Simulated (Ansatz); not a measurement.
# Quasi-harmonic thermodynamics of GaAs (F-43m), part 5 of 5

Wanted: α(T), C_P(T) and B(T) of GaAs in the quasi-harmonic approximation.

What experiment has found for this phase:
- volume expansion coefficient 16.2 1e-6/K, heat capacity C_P per formula unit 46.8 J/mol/K and bulk modulus 74.8 GPa near room temperature (given in “High-Throughput Prediction of Finite-Temperature Properties using the Quasi-Harmonic Approximation”, 2016, arXiv:1603.06924)

Ansatz 0.2.0; DFT LDA, scalar-relativistic, plane waves, PAW.

So far, principal linear expansion coefficients at 298 K (× 1e-6/K): step 5 (the quasi-harmonic study, cutoff 487.2 eV, k-mesh 12×12×12) 4.78; step 6 (k-mesh 8×8×8, q-mesh 4×4×4) 6.2. Also isothermal bulk modulus at 298 K (GPa): step 5 71.0; step 6 71.4; step 8 (phonons on strained cells, cutoff 320 eV, q-mesh 4×4×4) 71.0. The relaxed cell has a = 5.603 Å (conventional setting).

## 9. The quasi-harmonic study, cutoff 487.2 eV, k-mesh 12×12×12 (run 2)

The study relaxes the crystal at several strains, solves the phonons on some of them and minimises the free energy at each temperature (static energy, vibrations, the electrons in a metal, and PV under a set pressure); the q-mesh sets how far the force constants reach.

File input.yaml:

```yaml
crystal:
  lattice:
    - [0.0, 2.8015748524, 2.8015748524]
    - [2.8015748524, 0.0, 2.8015748524]
    - [2.8015748524, 2.8015748524, 0.0]
  atoms:
    - { symbol: Ga, position: [0.0, 0.0, 0.0] }
    - { symbol: As, position: [0.25, 0.25, 0.25] }
kpoints:
  mp_grid: { grid: [12, 12, 12] }
hamiltonian:
  xc: lda
scf:
  occupations: { method: fixed }
  lower_state_search: "off"
output:
  eigenvalues: true
phonons:
  method: fd
  qmesh: [4, 4, 4]
  temperatures: { t_max: 800.0, t_step: 50 }
  thermal_expansion: {}
```

The run is started by

```sh
> ansatz run input.yaml --threads 8 --pin off --max-ram 16384MiB --backend cpu --events-out ev --progress --plain --runs-dir out
```

Numbers of over 12 decimals in the logs are rounded to 6 here.

Output:

```text
Warning: phonons: the dynamical matrix that this run interpolates holds no multipole term above the dipole-dipole one, and a site of this crystal is no centre of inversion, so its interpolated transverse optical and acoustic branches and sound speeds can stay off near Gamma, and the density of states and the thermodynamics with them. What a run solves at a wave vector of phonons.qpoints, Gamma apart, where the deck admits one, is free of this, and under fd what a larger phonons.supercell samples
The last accepted step is kept in <dir> (removed where the run ends without a failure and the disk answers)
Engine: ansatz 0.2.0, aarch64-unknown-linux-gnu
Pseudopotentials: kind: paw
Pseudopotential: Ga, paw, valence charge 13, recommended cutoff 420 eV (normal), Ga.paw.azcp
Pseudopotential: As, paw, valence charge 15, recommended cutoff 420 eV (normal), As.paw.azcp
Functional definition: SPW92
  exchange = slater_x
  correlation = pw_c
Crystal: 2 atoms, lattice volume = 43.978 Å³
Basis set: ecut = 487.2 eV, 1067 PW (Γ)
Bands: 18, of which v1, the nominal top of the filled ones, is band 14 counted from 1 (13 counted from 0)
Symmetry: 24 space group operations
Space group: F-43m (ITA 216), of the structure as read, at distance tolerance 3.5e-5 Å
k-points: 72 of 1728 (time reversal used)
Non-local potential: Ga, projectors of the file, l = 0: 2, l = 1: 2, l = 2: 3, l = 3: 1
Non-local potential: As, projectors of the file, l = 0: 2, l = 1: 2, l = 2: 3, l = 3: 1
PAW form: soft (Blöchl's): semilocal exchange-correlation on the pseudo side does not see the compensation charge
PAW frozen core: Ga, regenerated for the run's functional, and the local potential with it (the file was generated under x = pbe(κ = 0.804, μ = 0.219515), c = pbe(β = 0.066725))
PAW frozen core: As, regenerated for the run's functional, and the local potential with it (the file was generated under x = pbe(κ = 0.804, μ = 0.219515), c = pbe(β = 0.066725))
PAW one-centre angular grid: Ga, 590 points (default); XC on 64 Gauss nodes
PAW one-centre angular grid: As, 590 points (default); XC on 64 Gauss nodes
Initial density: superposition of atomic densities (neutral atoms: chi_scale 0, normalization atom), corrected by the library's trained network
Initial wavefunctions: pseudopotential atomic-orbital guess
Functional: x = slater, c = lda
SCF iter   1: F=—  HF=-8481.302177 eV  |F-HF|=—  |Δ(HF+E_count)|=         —  Δρ=5.15e-3  dr2=7.67e-3  ethr=1.77e-3  ⟨swp⟩=4.8  Hψ=5404  notcnv=0  defer=130
preconditioner: auto → none  [insulator: Δε(μ)=0.460 eV  Ē_g=15.597 eV  n_scr=14 (ndim 8)  ℏωp=23.8 eV  f_vac=0.079  ε∞_Penn≈3.3]
[...]
Harris-Foulkes:  -8481.298850 eV  (|F-HF|=1.46e-11)
Internal energy: -8481.298850 eV  (E = F + TS)
E sigma→0 (E₀):  -8481.298850 eV
Fermi energy:    8.239243 eV
--- Per-component energies (eV) ---
  E_band       = -315.055977
  E_kinetic    = 220.884004
  E_local      = -3887.715502  (includes V_loc(G=0)·N_el)
  E_nonlocal   = -238.342109
  E_hartree    = 1958.303307
  E_xc         = -148.316791
  E_vxc        = -138.899379  (∫ρ·V_xc dr)
  E_paw        = -3666.840334  (= ΣΔE_a)
  E_vpaw       = -187.589319  (= ΣTr[D̂ρ^β])
  E_aug_tail   = -0.000063  (compensation charges beyond the density's cutoff)
  E_ewald      = -2723.075072
  E_core_change = 3.803710  (= ΣΔE_core)
  E_smearing   = -0.000000  (= −TS)
  E_closure    = 0.000000  (closes the sum)
  Σ components = -8481.298850   (vs F -8481.298850, Δ=0.00e0)
--- Forces (eV/Å), atoms counted from 1 ---
  atom   1  Ga     0.00000000    -0.00000000    -0.00000000
  atom   2  As    -0.00000000    -0.00000000     0.00000000
  max |Σ_I F_I| component: 1.46e-16 eV/Å
--- Stress (GPa, compression-positive) ---
        0.002185       0.000000      -0.000000
        0.000000       0.002185       0.000000
       -0.000000       0.000000       0.002185
  P = ⅓ Tr σ = 0.0022 GPa (0.022 kbar)
--- Band table (eV; the first three rows and the last of 72) ---
  k-point 0: bands = [... 10 lower, -4.7393, 8.2392, 8.2392, 8.2392, 8.7266, 11.9348, 11.9348, 11.9348]
  k-point 1: bands = [... 10 lower, -4.6543, 6.9862, 8.1200, 8.1200, 9.5855, 12.0886, 12.1099, 12.1099]
  k-point 2: bands = [... 10 lower, -4.4068, 5.4507, 7.8412, 7.8412, 9.8353, 12.4991, 12.4991, 12.8995]
  k-point 71: bands = [... 10 lower, -2.0650, 1.4380, 4.5563, 4.7471, 12.8927, 12.9013, 13.6279, 14.2081]
── thermal expansion: 3 new cells, 3 in all ──
thermal expansion: relaxation of cell 2
thermal expansion: relaxation of cell 3
── thermal expansion: 2 new cells, 5 in all ──
thermal expansion: relaxation of cell 4
thermal expansion: electrons of cell 4
thermal expansion: phonons of cell 4
thermal expansion: relaxation of cell 5
thermal expansion: electrons of cell 1
thermal expansion: electrons of cell 2
thermal expansion: electrons of cell 3
thermal expansion: electrons of cell 5
thermal expansion: phonons of cell 5
── thermal expansion: 5 new cells, 10 in all ──
thermal expansion: relaxation of cell 6
thermal expansion: relaxation of cell 7
thermal expansion: relaxation of cell 8
thermal expansion: relaxation of cell 9
thermal expansion: relaxation of cell 10
thermal expansion: electrons of cell 6
thermal expansion: electrons of cell 7
thermal expansion: electrons of cell 8
thermal expansion: electrons of cell 9
thermal expansion: electrons of cell 10
thermal expansion: phonons of cell 6
this run last wrote the structure of step 1 to <dir>
--- Relaxed structure (1 steps of the walk, 1 accepted, 0 SCFs on fresh bases) ---
  F+E_penalty+E_count = -8481.29885001 eV   max|allowed force component| = 9.368e-17 eV/Å
  atoms:
    - { symbol: Ga, position: [0.0, 0.0, 0.0] }
    - { symbol: As, position: [0.25, 0.25, 0.25] }
--- Thermal expansion: 10 cells in 3 rounds, 0 GPa ---
  no lower state was looked for at cell 4: scf.lower_state_search: off
  not told: in the phonons of cell 6: cancelled by the caller after 9 completed SCF iterations
Error: SIGTERM received: cancelled by the caller after 9 completed SCF iterations
[key lines of the parts left out:]
SCF converged after 8 iterations
Free energy (F): -8481.298850 eV
```

Wall time 60 min (8 threads of Arm Neoverse N1, shared host); peak memory 3.2 GiB.

The run was cut off at its time limit.

The program's message: “cancelled by the caller after 9 completed SCF iterations”

## 10. Results

```json
{"settings of these figures": "LDA, 487.2 eV, k 8×8×8, q 4×4×4", "volume expansion coefficient at 298 K": "18.60 1e-6/K", "C_P at 298 K": "23.28 J/mol-atom/K", "entropy at 298 K": "32.66 J/mol-atom/K", "isothermal bulk modulus at 298 K": "71.44 GPa", "Grüneisen parameter at 298 K": "0.7639", "volume at 298 K": "22.13 Å³/atom", "principal linear expansion coefficients at 298 K": "6.2, 6.2, 6.2 1e-6/K"}
```

In words: Near room temperature GaAs expands by 18.6 × 10⁻⁶/K in volume by LDA, with C_P = 23.3 J/(mol K) per mole of atoms and B_T = 71.4 GPa. C_P at room temperature is 93 % of the classical 3R an atom. A measured volume expansion coefficient near room temperature is 16.2 1e-6/K (arXiv:1603.06924); the calculated 18.6 1e-6/K differs by +15 %. A measured bulk modulus near room temperature is 74.8 GPa (arXiv:1603.06924); the calculated 71.4 GPa differs by -4 %. The table does not say whether its value is isothermal or adiabatic. A measured heat capacity per formula unit near room temperature is 46.8 J/mol/K (arXiv:1603.06924); the calculated 46.6 J/mol/K differs by -1 %. The expansion still moved strongly between the settings tried, so its convergence is not shown. Changing the q-mesh, k-mesh and cutoff moves the volume expansion at 298 K between 14.3 and 19.5 × 10⁻⁶/K, while the CPU time spans a factor of 3.0. The interpolation has no quadrupole term, so branches near the zone centre are less sure, since this crystal has sites that are not centres of inversion. The PAW files were made for PBE and are used here under another functional, for which the program regenerates the frozen cores.

[Logs are printed without paths, hosts, clocks, repeated set-up lines and the standing remarks that a program may print on its own settings, such as how far it seeks lower states.]

[Hosts, paths, dates, database ids (printed as entryN), source tags and the programs' standing remarks are cut or masked in the printed files.]

[A step with changed settings may run another functional than the one named; its input shows which.]

[Pressures of single members of a volume series are the stress at the run's cutoff; with an incomplete basis they can lie off −dE/dV of the same runs, and they are not shown converged.]
